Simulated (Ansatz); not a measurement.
# Si3N4 (P6_3/m): the gap up the ladder of methods, part 2 of 2

Wanted: a ladder of band gaps for Si3N4 (P6_3/m), from density functionals to G0W0.

Ansatz 0.2.0; density functionals, hybrids and G0W0, plane waves, PAW. Known limits of the many-body steps: finite bands, screening cutoff and k mesh; no spin-orbit coupling in G0W0.

So far. Step 8 (G0W0@PBE, 3×3×6 mesh, 798 empty bands, screening to 180 …): Over 10 of 12 irreducible mesh points the G0W0 gap is 6.096 eV, from k = (0.000, 0.000, 0.167) to k = Γ. The PBE gap of this run on the mesh is 4.324 eV. The two states that bound the G0W0 gap lie that far apart at the start, so the correction of the gap is 6.096 − 4.324 = +1.772 eV.

In doubt: masses and optical values from hybrid runs of this build are listed as unsure (step 9), which bears on the screening that GW takes from such a start.

## Step 10: G0W0@PBEsol, 3×3×6 mesh, 370 empty bands, screening to 108 eV, PAW set soft_1 files

This step: G0W0 on PBEsol, plane waves, PAW; PAW set soft_1.

Contents of input.yaml:

```yaml
crystal:
  lattice:
    - [7.6044, 0.0, 0.0]
    - [-3.8022, 6.5856035805, 0.0]
    - [0.0, 0.0, 2.9063]
  atoms:
    - { symbol: Si, position: [0.768477, 0.174557, 0.25] }
    - { symbol: Si, position: [0.59392, 0.768477, 0.75] }
    - { symbol: Si, position: [0.825443, 0.59392, 0.25] }
    - { symbol: Si, position: [0.231523, 0.825443, 0.75] }
    - { symbol: Si, position: [0.40608, 0.231523, 0.25] }
    - { symbol: Si, position: [0.174557, 0.40608, 0.75] }
    - { symbol: "N", position: [0.0305, 0.33024, 0.25] }
    - { symbol: "N", position: [0.70026, 0.0305, 0.75] }
    - { symbol: "N", position: [0.66976, 0.70026, 0.25] }
    - { symbol: "N", position: [0.9695, 0.66976, 0.75] }
    - { symbol: "N", position: [0.29974, 0.9695, 0.25] }
    - { symbol: "N", position: [0.33024, 0.29974, 0.75] }
    - { symbol: "N", position: [0.6666666667, 0.3333333333, 0.25] }
    - { symbol: "N", position: [0.3333333333, 0.6666666667, 0.75] }
kpoints:
  mp_grid: { grid: [3, 3, 6] }
hamiltonian:
  xc: pbesol
  pseudopotentials: { kind: paw, azcp: { folder: soft_1 }, xc_functional: pbe }
scf:
  occupations: { method: fixed }
gw:
  n_empty_bands: 370
  ecut_chi: 108
  qp_bands: [v4, c4]
  qp_kpoints: band_edges
  screening: { model: contour_deformation }
```

The run is started by

```console
> ansatz run input.yaml --threads 2 --pin off --max-ram 73728MiB --backend cuda --events-out ev --progress --plain --runs-dir out --devices 1 --max-vram 13GiB
```

Elapsed: 39 s, on 1 × NVIDIA H100 80GB HBM3 (shared by 6 runs) with 2 threads of AMD EPYC 7R13 (Zen 3), shared host; peak memory 1.6 GiB.

This step gave:

```yaml
bands_summed: 402
rpa_eps_infinity_on_this_mesh_eigenvalues: 4.089, 4.089, 4.188
plane_waves_in_the_screening_matrix: 377
g0w0_gap_over_the_corrected_points: 5.934 eV
k_of_the_valence_top: 0, 0, 0.1667
k_of_the_conduction_bottom: 0, 0, 0
starting_gap_on_the_mesh: 4.187 eV
z_at_the_valence_top: 0.7925
z_at_the_conduction_bottom: 0.8340
least_direct_g0w0_gap_over_the_corrected_points: 6.172 eV
```

Over 10 of 12 irreducible mesh points the G0W0 gap is 5.934 eV, from k = (0.000, 0.000, 0.167) to k = Γ. The PBEsol gap of this run on the mesh is 4.187 eV. The two states that bound the G0W0 gap lie that far apart at the start, so the correction of the gap is 5.934 − 4.187 = +1.747 eV. G0W0@PBEsol against G0W0@HSE06 with 402 bands: 5.934 − 6.540 = −0.606 eV, with the same mesh, files and cutoffs, and both edges at the same k points.

## Step 11: All levels together

Each gap is the least one over the points named; times are wall times on shared hosts, not benchmarks. A G0W0 time includes the run's own self-consistent start. Runs with listed points see these and the mesh alone, so an edge that moves elsewhere is missed. Rows marked * are further runs, not shown as steps, whose inputs differ from the G0W0 step on the same start in the columns given; solver thresholds can differ too.

```tsv
level	mesh	files, cutoff	bands summed, screening	points	gap (eV)	valence top	conduction bottom	least direct gap (eV)	time
LDA	6×6×8	soft_1 PAW, 420 eV	-	mesh and listed points	4.154	(0.000, 0.000, 0.150)	Γ	4.353	6.5 s
PBEsol	6×6×8	soft_1 PAW, 420 eV	-	mesh and listed points	4.190	(0.000, 0.000, 0.150)	Γ	4.388	9.2 s
PBE	6×6×8	soft_1 PAW, 420 eV	-	mesh and path	4.327	(0.000, 0.000, 0.150)	Γ	4.521	11 s
HSE06	3×3×6	soft_1 PAW, 420 eV	-	mesh and listed points	5.764	(0.000, 0.000, 0.167)	Γ	5.988	35 s
PBE0	3×3×6	soft_1 PAW, 420 eV	-	mesh and listed points	6.526	(0.000, 0.000, 0.167)	Γ	6.756	36 s
DDH-PBE0	3×3×6	soft_1 PAW, 420 eV	-	mesh and listed points	6.396	(0.000, 0.000, 0.167)	Γ	6.624	1.9 min
G0W0@PBE*	3×3×6	soft_1 PAW, 420 eV	163, 54 eV	10 of 12 irreducible mesh points	5.752	(0.000, 0.000, 0.167)	Γ	6.008	13 s
G0W0@PBE*	3×3×6	soft_1 PAW, 420 eV	402, 108 eV	10 of 12 irreducible mesh points	5.921	(0.000, 0.000, 0.167)	Γ	6.165	38 s
G0W0@PBE	3×3×6	soft_1 PAW, 420 eV	830, 180 eV	10 of 12 irreducible mesh points	6.096	(0.000, 0.000, 0.167)	Γ	6.331	86 s
G0W0@PBE*	3×3×4	soft_1 PAW, 420 eV	402, 108 eV	8 of 9 irreducible mesh points	6.010	(0.000, 0.000, 0.250)	Γ	6.172	25 s
G0W0@HSE06	3×3×6	soft_1 PAW, 420 eV	402, 108 eV	10 of 12 irreducible mesh points	6.540	(0.000, 0.000, 0.167)	Γ	6.779	83 s
G0W0@PBEsol	3×3×6	soft_1 PAW, 420 eV	402, 108 eV	10 of 12 irreducible mesh points	5.934	(0.000, 0.000, 0.167)	Γ	6.172	39 s
```

## Step 12: Summary of results

```json
{"LDA, over mesh and listed points": "4.154 eV", "PBEsol, over mesh and listed points": "4.190 eV", "PBE, over mesh and path": "4.327 eV", "HSE06, over mesh and listed points": "5.764 eV", "PBE0, over mesh and listed points": "6.526 eV", "DDH-PBE0, over mesh and listed points": "6.396 eV", "G0W0@PBE (830 bands, 3×3×6), over 10 of 12 irreducible mesh points": "6.096 eV", "G0W0@HSE06, over 10 of 12 irreducible mesh points": "6.540 eV", "G0W0@PBEsol, over 10 of 12 irreducible mesh points": "5.934 eV", "known limits": "finite bands, screening cutoff and k mesh; no spin-orbit coupling in G0W0"}
```

**Reading.** The rows run from 4.154 eV (LDA) to 6.540 eV (G0W0@HSE06). They differ in mesh, bands and screening cutoff of G0W0 and the points over which the gap was sought as well as in level, so only pairs that share these are like for like. PBEsol against LDA: 4.190 − 4.154 = +0.036 eV, with the same mesh, files and cutoff, and both edges at the same k points. PBE against PBEsol: 4.327 − 4.190 = +0.137 eV, with the same mesh, files and cutoff, and both edges at the same k points. PBE0 against HSE06: 6.526 − 5.764 = +0.762 eV, with the same mesh, files and cutoff, and both edges at the same k points. DDH-PBE0 against PBE0: 6.396 − 6.526 = −0.130 eV, with the same mesh, files and cutoff, and both edges at the same k points. G0W0@HSE06 against G0W0@PBE with 402 bands: 6.540 − 5.921 = +0.619 eV, with the same mesh, files and cutoffs, and both edges at the same k points. G0W0@PBEsol against G0W0@HSE06 with 402 bands: 5.934 − 6.540 = −0.606 eV, with the same mesh, files and cutoffs, and both edges at the same k points. The dielectric-dependent hybrid took 0.235 of exact exchange, against 0.25 in PBE0. G0W0@PBE (830 bands, 3×3×6) moves the gap of its own start on the mesh by 6.096 − 4.324 = +1.772 eV, between the same two levels. Over mesh and path, PBE puts the valence top at k = (0.000, 0.000, 0.150), which is no corrected point. The start's gap on the mesh of the G0W0 run, 4.324 eV, is no wider than the 4.327 eV found there (the runs differ in mesh (6×6×8 and 3×3×6)), so it is not shown that this mesh misses an edge. Levels at other points were not corrected, so a lower G0W0 gap elsewhere in the zone is not ruled out. G0W0@HSE06 moves the gap of its own start on the mesh by 6.540 − 5.764 = +0.776 eV, between the same two levels. Both edges that HSE06 shows over mesh and listed points lie at k points where levels were corrected. Levels at other points were not corrected, so a lower G0W0 gap elsewhere in the zone is not ruled out. G0W0@PBEsol moves the gap of its own start on the mesh by 5.934 − 4.187 = +1.747 eV, between the same two levels. Over mesh and listed points, PBEsol puts the valence top at k = (0.000, 0.000, 0.150), which is no corrected point. The start's gap on the mesh of the G0W0 run, 4.187 eV, is no wider than the 4.190 eV found there (the runs differ in mesh (6×6×8 and 3×3×6)), so it is not shown that this mesh misses an edge. Levels at other points were not corrected, so a lower G0W0 gap elsewhere in the zone is not ruled out. For G0W0@PBE: from 163 bands and 54 eV to 830 bands and 180 eV the gap moves by 6.096 − 5.752 = +0.344 eV (rung by rung 5.752, 5.921, 6.096 eV); bands and screening cutoff rise together, so their parts are not told apart. A line in one over the bands through the two highest rungs gives 6.096 + (6.096 − 5.921) × 402 / (830 − 402) = 6.260 eV, and through the pair below 5.921 + (5.921 − 5.752) × 163 / (402 − 163) = 6.036 eV. The two differ by 0.224 eV, not under the 0.030 eV asked, so the law does not hold well over these rungs and the limit is not known. The other G0W0 rows are shown at one basis each (402 bands), so their distance from the limit is not known here. With the 3×3×4 mesh in place of the 3×3×6 mesh and all else as in the G0W0@PBE row with 402 bands, the gap differs by 6.010 − 5.921 = +0.089 eV, and that of the start by 4.394 − 4.324 = +0.070 eV; an edge lies at another k point, so this need not be the shift of one pair of states. The G0W0 runs are scalar-relativistic. G0W0@PBE runs of this series with other atomic data on the same mesh, not shown as steps, give 5.947 eV (hard PAW, 870 eV, 402 bands, screening to 108 eV; the table's row with the same empty bands and screening cutoff has 5.921 eV); where bands and cutoffs differ too, the part of the files is not isolated.

[Paths, hosts, dates, memory and timing lines, banners, echoed tables and standing remarks are left out of the program output.]

[Logs are printed without paths, hosts, clocks, repeated set-up lines and the standing remarks that a program may print on its own settings, such as how far it seeks lower states.]

[Runs of the session that timed out or met a known fault of the program may be left out.]

[Cells called generated may have been cut or substituted from an entry of the Crystallography Open Database or the Materials Project.]

[Hosts, paths, dates, database ids (printed as entryN), source tags and the programs' standing remarks are cut or masked in the printed files.]

[Where an RPA ε∞ is given, it is that of the G0W0 mesh and is not shown converged in it. Names of k-points follow the symmetry that the program found, which can be lower than the space group named. Band edges on a path are those of the sampled points; other points can move an edge, and change direct to indirect where valleys lie close.]

[Hybrid gaps are those of their k-mesh and are not shown converged in it.]
